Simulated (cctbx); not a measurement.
**Diagnosing a refinement**

Cell a = 7.4410 Å, b = 4.2840 Å, c = 8.4200 Å, α = 90.00°, β = 90.62°, γ = 90.00°; space group Pm (no. 6). The compound is EuVIn.

The data are simulated with cctbx, not measured: Ag Kα, λ = 0.56087 Å, to d = 0.75 Å, 95 % of the full sphere, strongest reflection 5000 counts, noise from counting, a 1.5 % proportional error and a noise floor of 8 counts (s.d.); no absorption.

An isotropic refinement with weights 1/σ² prints:

```text
Rint 0.039, 1492 unique reflections to 0.75 A
cycle     R1     wR2    GooF  max shift (A)
   1  0.0750  0.1637   2.610   0.13381
  12  0.0334  0.0768   1.225   0.02062
final R1 0.0332 wR2 0.0760 GooF 1.212  parameters 40  data/parameter 37.3
atom        x        y        z      Ueq    occ   su(xyz)  su(Uiso or U11)
Eu1    0.47491  0.50000  0.82001   0.0034  1.000  0.00033  0.0006
Eu2    0.97161  0.50000  0.67982   0.0028  1.000  0.00034  0.0006
Eu3    0.52303  0.00000  0.18328   0.0023  1.000  0.00032  0.0006
Eu4    0.04034  0.00000  0.32622   0.0033  1.000  0.00034  0.0006
In1    0.36234  0.50000  0.43895   0.0027  1.000  0.00056  0.0008
In2    0.85438  0.50000  0.06207   0.0028  1.000  0.00052  0.0008
In3    0.64720  0.00000  0.56541   0.0029  1.000  0.00055  0.0009
In4    0.15776  0.00000  0.93891   0.0041  1.000  0.00055  0.0008
V1     0.21694  0.50000  0.13540   0.0046  1.000  0.00097  0.0018
V2     0.71860  0.50000  0.37166   0.0050  1.000  0.00113  0.0018
V3     0.76881  0.00000  0.87961   0.0034  1.000  0.00098  0.0017
V4     0.26923  0.00000  0.63022   0.0048  1.000  0.00112  0.0019
V5     0.52049  0.20361  0.91139   0.2141  1.000  0.00608  0.0104
difference map: max 2.57 min -4.67 rms 0.77
Q1    0.1852  0.2723  0.5775    2    2.81  1.39 A from V4
Q2    0.9896  0.0000  0.4869    1    2.58  1.41 A from Eu4
Q3    0.1631  0.0000  0.3249    1    2.51  0.91 A from Eu4
Q4    0.1112  0.0000  0.5329    1    2.49  1.43 A from V4
Q5    0.7513  0.5000  0.0924    1    2.48  0.81 A from In2
Q6    0.1701  0.0000  0.6158    1    2.46  0.75 A from V4
```

Q: Accept it or mend it, and why?

Mend it. The fault: spurious atom: V5. Against the right model at the same level, R1 goes from 0.0286 to 0.0332 and GooF from 0.91 to 1.21 and V5 takes U = 0.21 Å². A site with no density behind it hides by a very large U or drifts. The fit had not settled when the cycles ran out.

The compound is EuVIn. The right model at the same level gives:

```text
Rint 0.039, 1492 unique reflections to 0.75 A
cycle     R1     wR2    GooF  max shift (A)
   1  0.2054  0.3752   5.974   0.11418
   8  0.0286  0.0569   0.906   0.00032
final R1 0.0286 wR2 0.0569 GooF 0.906  parameters 36  data/parameter 41.4
atom        x        y        z      Ueq    occ   su(xyz)  su(Uiso or U11)
Eu1    0.47528  0.50000  0.81881   0.0038  1.000  0.00025  0.0005
Eu2    0.97207  0.50000  0.67838   0.0031  1.000  0.00025  0.0005
Eu3    0.52347  0.00000  0.18203   0.0024  1.000  0.00024  0.0004
Eu4    0.04086  0.00000  0.32476   0.0035  1.000  0.00025  0.0005
In1    0.36291  0.50000  0.43770   0.0034  1.000  0.00042  0.0006
In2    0.85432  0.50000  0.06012   0.0033  1.000  0.00039  0.0006
In3    0.64754  0.00000  0.56425   0.0026  1.000  0.00040  0.0006
In4    0.15763  0.00000  0.93698   0.0041  1.000  0.00040  0.0006
V1     0.21673  0.50000  0.13478   0.0048  1.000  0.00070  0.0013
V2     0.71795  0.50000  0.37194   0.0068  1.000  0.00088  0.0014
V3     0.76886  0.00000  0.87873   0.0030  1.000  0.00071  0.0012
V4     0.26982  0.00000  0.63055   0.0038  1.000  0.00082  0.0013
difference map: max 2.73 min -2.65 rms 0.60
Q1    0.1587  0.0000  0.3159    1    2.79  0.88 A from Eu4
Q2    0.1903  0.2735  0.5830    2    2.34  1.37 A from V4
Q3    0.3921  0.0000  0.6466    1    2.30  0.92 A from V4
Q4    0.3959  0.0000  0.4919    1    2.26  1.51 A from V4
Q5    0.7655  0.2450  0.1592    2    2.24  1.53 A from In2
Q6    0.4084  0.0000  0.9966    1    2.22  1.77 A from Eu3
```

This is a model crystal, built by substitution and not relaxed, with assumed displacement parameters.

[Middle refinement cycles are left out of these outputs.]

[Logs are printed without paths, hosts, clocks, repeated set-up lines and the standing remarks that a program may print on its own settings, such as how far it seeks lower states.]
